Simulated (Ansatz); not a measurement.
# Rb on Au(100): change of the work function, part 3 of 4

How does one ordered layer of Rb (hollow site) change the work function of Au(100), and what dipole does each adsorbate carry?

Ansatz 0.2.0; plane-wave DFT, PBE, Ansatz PAW.

So far, work function, upper face (eV): step 2 (the clean slab) 5.09; step 3 (17 atoms, coverage 0.25 ML, cell 2x2) 1.38.

## (5) The slab at 0.25 ML, atoms frozen

This step: plane-wave DFT, PBE, Ansatz PAW (Ansatz 0.2.0).

To see where the charge goes, the covered slab, the bare substrate and the adsorbate layer are each run at the same frozen positions and on the same grid.

Contents of input.yaml:

```yaml
crystal:
  lattice:
    - [5.7699913344, 0.0, 0.0]
    - [0.0, 5.7699913344, 0.0]
    - [0.0, 0.0, 27.4449310917]
  atoms:
    - { symbol: Au, position: [0.25, 0.25, 0.3279294078] }
    - { symbol: Au, position: [0.0, 0.0, 0.4022600735] }
    - { symbol: Au, position: [0.25, 0.25, 0.4808134071] }
    - { symbol: Au, position: [-0.0025206866, -0.0025206866, 0.5591858022] }
    - { symbol: Au, position: [0.25, 0.75, 0.3279294078] }
    - { symbol: Au, position: [0.0, 0.5, 0.4022600735] }
    - { symbol: Au, position: [0.25, 0.75, 0.4804278261] }
    - { symbol: Au, position: [-0.0025206866, 0.5025206866, 0.5591858022] }
    - { symbol: Au, position: [0.75, 0.25, 0.3279294078] }
    - { symbol: Au, position: [0.5, 0.0, 0.4022600735] }
    - { symbol: Au, position: [0.75, 0.25, 0.4804278261] }
    - { symbol: Au, position: [0.5025206866, -0.0025206866, 0.5591858022] }
    - { symbol: Au, position: [0.75, 0.75, 0.3279294078] }
    - { symbol: Au, position: [0.5, 0.5, 0.4022600735] }
    - { symbol: Au, position: [0.75, 0.75, 0.4795733958] }
    - { symbol: Au, position: [0.5025206866, 0.5025206866, 0.5591858022] }
    - { symbol: Rb, position: [0.25, 0.25, 0.6573431169] }
kpoints:
  mp_grid: { grid: [5, 5, 1] }
hamiltonian:
  xc: pbe
scf:
  occupations: { method: fermi_dirac, width: 0.1 }
  convergence: { dr2_threshold: 1.0e-08 }
efield:
  axis: 3
  dipole_correction: true
  ramp_position: 0.97
  ramp_width: 0.06
output:
  write_potential: true
  write_density: true
  volumetric_format: npy
```

Command:

```console
$ ansatz run input.yaml --threads 4 --pin off --max-ram 6144MiB --backend cpu --events-out ev --progress --plain --runs-dir out
```

Numbers of over 12 decimals in the logs are rounded to 6 here.

Output:

```text
[...]
Crystal: 17 atoms, lattice volume = 913.719 Å³
Basis set: ecut = 420 eV, 17959 PW (Γ)
Bands: 188, of which v1, the nominal top of the filled ones, is band 157 counted from 1 (156 counted from 0)
Symmetry: 8 space group operations
[...]
k-points: 6 of 25
[...]
SCF iter   1: F=—  HF=-213654.357664 eV  |F-HF|=—  |Δ(HF+E_count)|=         —  Δρ=2.77e-3  dr2=1.23e0  ethr=1.77e-3  p=0.594 e·Å  D=1.18e-1 V/Å  ΔV_dip=-3.23 eV  dr2_dipole=1.29e-1  V_vac-E_F(+/−)=1.36/4.59 eV  ⟨swp⟩=7.3  Hψ=4734  notcnv=0  defer=32
[...]
SCF iter  10: F=-213654.306745 eV  HF=-213654.306745 eV  |F-HF|=5.82e-11  |Δ(HF+E_count)|=   1.42e-8  Δρ=3.64e-7  dr2=2.89e-9  ethr=3.19e-12  p=0.673 e·Å  D=1.33e-1 V/Å  ΔV_dip=-3.66 eV  dr2_dipole=8.94e-11  V_vac-E_F(+/−)=1.39/5.05 eV  ⟨swp⟩=17.2  Hψ=4601  notcnv=0
SCF 1 converged in 10 iterations: F = -213654.306745 eV  dr2 = 2.89e-9
[...]
SCF converged after 10 iterations
Free energy (F): -213654.306745 eV
[...]
Internal energy: -213654.105870 eV  (E = F + TS)
E sigma→0 (E₀):  -213654.206307 eV
Entropy (-TS):   -0.200875 eV (-11.816 meV/atom)
Fermi energy:    4.299117 eV
Dipole field:    D = 0.133322 V/Å  (p = 0.673211 e·Å, saw-weighted, corrected)
Work function:   Φ+ = 1.3905 eV   Φ− = 5.0496 eV
[...]
--- Band table (eV; the first three rows and the last of 6) ---
  k-point 0: bands = [... 153 lower, 4.0977, 4.1293, 4.1386, 4.3311, 4.3328, 4.4515, 4.4515, 4.5207, ... 27 higher]
  k-point 1: bands = [... 153 lower, 3.6712, 4.1839, 4.3715, 4.4104, 4.7092, 4.7636, 4.8736, 5.6607, ... 27 higher]
  k-point 2: bands = [... 153 lower, 3.1809, 4.5241, 4.7986, 4.8165, 5.2372, 5.3283, 5.3548, 5.5941, ... 27 higher]
  k-point 5: bands = [... 153 lower, 2.6739, 2.6906, 3.3420, 3.4380, 4.1732, 4.1789, 4.9735, 5.4161, ... 27 higher]
```

Elapsed: 42 s, on 4 threads of Arm Neoverse V2, shared host; peak memory 3.4 GiB.

Numbers from this step:

| Item | Value |
| --- | --- |
| energy at zero smearing | -213654.2063 eV |
| work function, upper face | 1.391 eV |
| dipole along the normal | 0.6732 e·Å |
| step between the vacuum levels | -3.659 eV |

The work function of the upper face is 1.39 eV.

## (6) The substrate of the 0.25 ML cell alone

System of this step: Rb/Au(100), substrate alone, atoms held. The cell holds 16 atoms: 16 Au. Its edges and angles: a = 5.770 Å, b = 5.770 Å, c = 27.445 Å, α = 90.0°, β = 90.0°, γ = 90.0°. Vacuum lies along c.

The second part, atoms unmoved.

input.yaml: that of step 5 with these lines changed.

```diff
@@ -22,3 +22,2 @@
     - { symbol: Au, position: [0.5025206866, 0.5025206866, 0.5591858022] }
-    - { symbol: Rb, position: [0.25, 0.25, 0.6573431169] }
 kpoints:
```

Output:

```text
[...]
Crystal: 16 atoms, lattice volume = 913.719 Å³
Basis set: ecut = 420 eV, 17959 PW (Γ)
Bands: 183, of which v1, the nominal top of the filled ones, is band 152 counted from 1 (151 counted from 0)
Symmetry: 8 space group operations
[...]
k-points: 6 of 25
[...]
SCF iter   1: F=—  HF=-210385.715225 eV  |F-HF|=—  |Δ(HF+E_count)|=         —  Δρ=2.91e-3  dr2=1.02e0  ethr=1.77e-3  p=-0.006 e·Å  D=-1.16e-3 V/Å  ΔV_dip=0.03 eV  dr2_dipole=4.71e-3  V_vac-E_F(+/−)=4.70/4.67 eV  ⟨swp⟩=7.3  Hψ=4518  notcnv=0  defer=37
[...]
SCF iter   9: F=-210385.664582 eV  HF=-210385.664582 eV  |F-HF|=4.66e-9  |Δ(HF+E_count)|=   2.78e-8  Δρ=4.94e-7  dr2=2.60e-9  ethr=3.29e-12  p=-0.013 e·Å  D=-2.53e-3 V/Å  ΔV_dip=0.07 eV  dr2_dipole=3.30e-12  V_vac-E_F(+/−)=5.12/5.05 eV  ⟨swp⟩=20.7  Hψ=5262  notcnv=0
SCF 1 converged in 9 iterations: F = -210385.664582 eV  dr2 = 2.60e-9
[...]
SCF converged after 9 iterations
Free energy (F): -210385.664582 eV
[...]
Internal energy: -210385.474368 eV  (E = F + TS)
E sigma→0 (E₀):  -210385.569475 eV
Entropy (-TS):   -0.190214 eV (-11.888 meV/atom)
Fermi energy:    2.555455 eV
Dipole field:    D = -0.002532 V/Å  (p = -0.012787 e·Å, saw-weighted, corrected)
Work function:   Φ+ = 5.1189 eV   Φ− = 5.0494 eV
[...]
--- Band table (eV; the first three rows and the last of 6) ---
  k-point 0: bands = [... 148 lower, 2.4012, 2.4087, 2.4446, 2.4446, 2.6929, 2.6929, 2.8082, 2.8194, ... 27 higher]
  k-point 1: bands = [... 148 lower, 1.1657, 2.3935, 2.6622, 2.6720, 2.6815, 3.1411, 3.2100, 4.3079, ... 27 higher]
  k-point 2: bands = [... 148 lower, 0.9327, 1.6332, 3.1017, 3.1096, 3.2153, 3.6523, 3.6531, 4.1049, ... 27 higher]
  k-point 5: bands = [... 148 lower, 0.6591, 1.0429, 1.0441, 1.7174, 1.8445, 2.5995, 2.6032, 3.4102, ... 27 higher]
```

It took 38 s on 4 threads; peak memory 3.3 GiB.

This step gave:

| Item | Value |
| --- | --- |
| energy at zero smearing | -210385.5695 eV |
| work function, upper face | 5.119 eV |
| work function, lower face | 5.049 eV |
| dipole along the normal | -0.01279 e·Å |
| step between the vacuum levels | 0.06948 eV |

The work function of the upper face is 5.12 eV.

## (7) The adsorbate layer of the 0.25 ML cell alone

System of this step: Rb/Au(100), adsorbate layer alone, atoms held. The cell holds 1 atom: 1 Rb. Cell: a = 5.770 Å, b = 5.770 Å, c = 27.445 Å, α = 90.0°, β = 90.0°, γ = 90.0°. Vacuum lies along c.

The third part; a free layer of atoms may carry a moment, so spin is on.

input.yaml, the sections that differ from step 6:

```yaml
crystal:
  lattice:
    - [5.7699913344, 0.0, 0.0]
    - [0.0, 5.7699913344, 0.0]
    - [0.0, 0.0, 27.4449310917]
  atoms:
    - { symbol: Rb, position: [0.25, 0.25, 0.6573431169], spin: 1.0 }
magnetization:
  spin_polarized: true
# kpoints, hamiltonian, scf, efield, output: as in step 6
```

Output:

```text
[...]
Crystal: 1 atoms, lattice volume = 913.719 Å³
Basis set: ecut = 420 eV, 17959 PW (Γ)
Bands: 9, of which v1, the nominal top of the filled ones, is band 5 counted from 1 (4 counted from 0)
Symmetry: 8 space group operations
k-points: 6 of 25
[...]
Starting moments: Σ|m| = 1 μB on 1 of 1 site
[...]
SCF iter   1: F=—  HF=-3266.787703 eV  |F-HF|=—  |Δ(HF+E_count)|=         —  Δρ=5.67e-3 (↑5.67e-3 ↓5.07e-3)  dr2=2.87e-2  dr2_m=2.41e-1  M=0.106 μB ∫|m|=0.112 μB  β_m=0.30  ethr=2.65e-4  p=-0.000 e·Å  D=-9.23e-10 V/Å  ΔV_dip=0.00 eV  dr2_dipole=3.12e-10  V_vac-E_F(+/−)=2.35/2.35 eV  ⟨swp⟩=1.3  Hψ=1280  notcnv=0
[...]
eigensolver tolerance schedule calibrated: the retry pair's looser diagonalisation under-reported the residual by θ = 0.17 (0.16/decade); ethr = c·dr2/N_el runs at the constant in force after the calibration composes with the one it found (an armed cap, an earlier calibration), c = 4.0e-2
[...]
spin=Collinear: LDOS preconditioning applied to the charge; magnetization (m = ρ↑ − ρ↓) channel mixes plain (no charge-response kernel on spin).
SCF iter   2: F=—  HF=-3266.871614 eV  |F-HF|=—  |Δ(HF+E_count)|=   8.39e-2  Δρ=3.97e-3 (↑3.97e-3 ↓3.67e-3)  dr2=1.77e-2  dr2_m=1.22e-1  M=0.086 μB ∫|m|=0.090 μB  β_m=0.30  ethr=1.27e-4  p=0.000 e·Å  D=1.16e-6 V/Å  ΔV_dip=-0.00 eV  dr2_dipole=4.73e-10  V_vac-E_F(+/−)=2.36/2.36 eV  ⟨swp⟩=2.4  Hψ=150  notcnv=0  κ⁻¹=1.0e0(r=1)
[...]
SCF iter   8: F=—  HF=-3266.959957 eV  |F-HF|=—  |Δ(HF+E_count)|=   1.39e-3  Δρ=4.94e-4 (↑4.92e-4 ↓4.94e-4)  dr2=1.41e-7  dr2_m=2.03e-3  M=0.026 μB ∫|m|=0.026 μB  β_m=0.38  ethr=2.33e-8  p=0.000 e·Å  D=4.26e-6 V/Å  ΔV_dip=-0.00 eV  dr2_dipole=8.67e-13  V_vac-E_F(+/−)=2.32/2.32 eV  ⟨swp⟩=2.5  Hψ=191  notcnv=0
[...]
spin-set hold released at iteration 8 (site moments contracting): the magnetisation degrees of freedom join the quasi-Newton model from the next iteration; the mixer history was flushed
SCF iter   9: F=—  HF=-3266.960822 eV  |F-HF|=—  |Δ(HF+E_count)|=   8.65e-4  Δρ=3.14e-4 (↑3.13e-4 ↓3.14e-4)  dr2=7.95e-8  dr2_m=8.25e-4  M=0.021 μB ∫|m|=0.021 μB  β_m=0.59  ethr=6.25e-10  p=0.000 e·Å  D=4.23e-6 V/Å  ΔV_dip=-0.00 eV  dr2_dipole=1.42e-13  V_vac-E_F(+/−)=2.32/2.32 eV  ⟨swp⟩=3.0  Hψ=234  notcnv=0
density mixer auto → msr1: a metal under ldos (density of states about μ 0.83 of a free-electron gas's, 30 screened modes)
SCF iter  10: F=—  HF=-3266.961462 eV  |F-HF|=—  |Δ(HF+E_count)|=   6.40e-4  Δρ=1.64e-5 (↑1.63e-5 ↓1.64e-5)  dr2=8.59e-9  dr2_m=2.25e-6  M=0.008 μB ∫|m|=0.008 μB  β_m=0.79  ethr=4.43e-11  p=0.000 e·Å  D=4.17e-6 V/Å  ΔV_dip=-0.00 eV  dr2_dipole=4.41e-13  V_vac-E_F(+/−)=2.32/2.32 eV  ⟨swp⟩=5.7  Hψ=836  notcnv=0
[...]
SCF iter  14: F=-3266.961484 eV  HF=-3266.961484 eV  |F-HF|=3.09e-10  |Δ(HF+E_count)|=   3.60e-9  Δρ=3.57e-8 (↑3.57e-8 ↓3.02e-8)  dr2=9.37e-12  dr2_m=7.17e-12  M=0.000 μB ∫|m|=0.000 μB  ethr=1.00e-12  p=0.000 e·Å  D=4.41e-6 V/Å  ΔV_dip=-0.00 eV  dr2_dipole=4.34e-14  V_vac-E_F(+/−)=2.32/2.32 eV  ⟨swp⟩=3.8  Hψ=290  notcnv=0
SCF 1 converged in 14 iterations: F = -3266.961484 eV  dr2 = 9.37e-12
[...]
WARN: the starting moments were not kept: the SCF closed with an absolute magnetisation of 1.7e-5 μB, where they sum to 1 μB in size (1 site). That is at most 0.1 of that sum. Measured as dr2_m measures the in/out step, that magnetisation stands 7.0e-12 eV from none, at or under the dr2_threshold of 1.0e-8 eV: it is no larger than a step whose dr2_m would equal this threshold. The system may hold no moment; this SCF  [...]
[...]
SCF converged after 14 iterations
Magnetization: 0.0000 μB (4.5000 up, 4.5000 down)
Absolute magnetization: 0.0000 μB (∫|ρ↑−ρ↓|, with the PAW one-centre terms)
[...]
Per-site moments (μB) at R_I (Å): [(2.0890442840874955e-6, 2.38012142544)]
Free energy (F): -3266.961484 eV
[...]
Internal energy: -3266.909423 eV  (E = F + TS)
E sigma→0 (E₀):  -3266.935454 eV
Entropy (-TS):   -0.052060 eV (-52.060 meV/atom)
Fermi energy:    -1.839433 eV
Dipole field:    D = 0.000004 V/Å  (p = 0.000022 e·Å, saw-weighted, corrected)
Work function:   Φ+ = 2.3169 eV   Φ− = 2.3170 eV
[...]
--- Band table (eV; the first three rows and the last of 12) ---
[...]
```

Run time: 5.9 s. Hardware: 4 threads; peak memory 0.9 GiB; 22 s of CPU time.

This step gave:

| Quantity | Value |
| --- | --- |
| energy at zero smearing | -3266.9355 eV |
| work function, upper face | 2.317 eV |
| dipole along the normal | 2.16e-5 e·Å |

At this spacing and smearing the free layer keeps no moment.

## (8) Density difference at 0.25 ML

This step: plane-wave DFT, PBE, Ansatz PAW; density difference on adsorption (Ansatz 0.2.0).

The densities of the parts are taken from that of the whole and averaged over planes; the first moment of what is left gives the step in the potential.

This step gave:

```
largest charge moved                 : 0.009007 e/Å²
potential step from the moved charge : -3.729 eV
```

Planar mean, whole system less its parts. Table of electron density difference by z:

```
z (Å)  electron density difference (e/Å³)
    4                             -3.0e-7
    5                             -2.2e-6
    6                             -1.4e-5
    7                             -5.0e-5
    8                              9.3e-5
    9                             -5.2e-5
   10                             -1.8e-4
   11                             -7.6e-5
   12                              2.6e-4
   13                              1.2e-4
   14                              6.1e-4
   15                            -0.00135
   16                             0.00536
   17                             0.00421
   18                            -0.00358
   19                            -0.00197
   20                            -0.00222
   21                             -7.0e-4
   22                             -1.2e-4
   23                             -2.0e-6
   24                              8.1e-6
   25                              4.2e-6
   26                              1.4e-6
   27                              3.3e-7
```

Planar mean, whole system less its parts. The electrons moved below z by z:

z (Å), electrons moved below z (e/Å²) and a bar from the least value:
```
        4    0.00000 ###
        5    0.00000 ###
        6   -0.00001 ###
        7   -0.00004 ###
        8   -0.00005 ###
        9    0.00000 ###
       10    0.00000 ###
       11   -0.00004 ###
       12    0.00007 ###
       13    0.00002 ###
       14    0.00067 #####
       15   -0.00106 
       16   -0.00056 ##
       17    0.00878 ##############################
       18    0.00663 #######################
       19    0.00407 ################
       20    0.00161 ########
       21    0.00032 ####
       22    0.00002 ###
       23   -0.00002 ###
       24   -0.00001 ###
       25    0.00000 ###
       26    0.00000 ###
```

(Continued in part 4 of 4.)

[Logs are printed without paths, hosts, clocks, repeated set-up lines and the standing remarks that a program may print on its own settings, such as how far it seeks lower states.]

[Hosts, paths, dates, database ids (printed as entryN), source tags and the programs' standing remarks are cut or masked in the printed files.]

[Maps of the electrostatic potential energy from Ansatz leave out the sawtooth potential of an applied field or a dipole correction, so their vacuum need not be flat; planar profiles and work functions include it.]
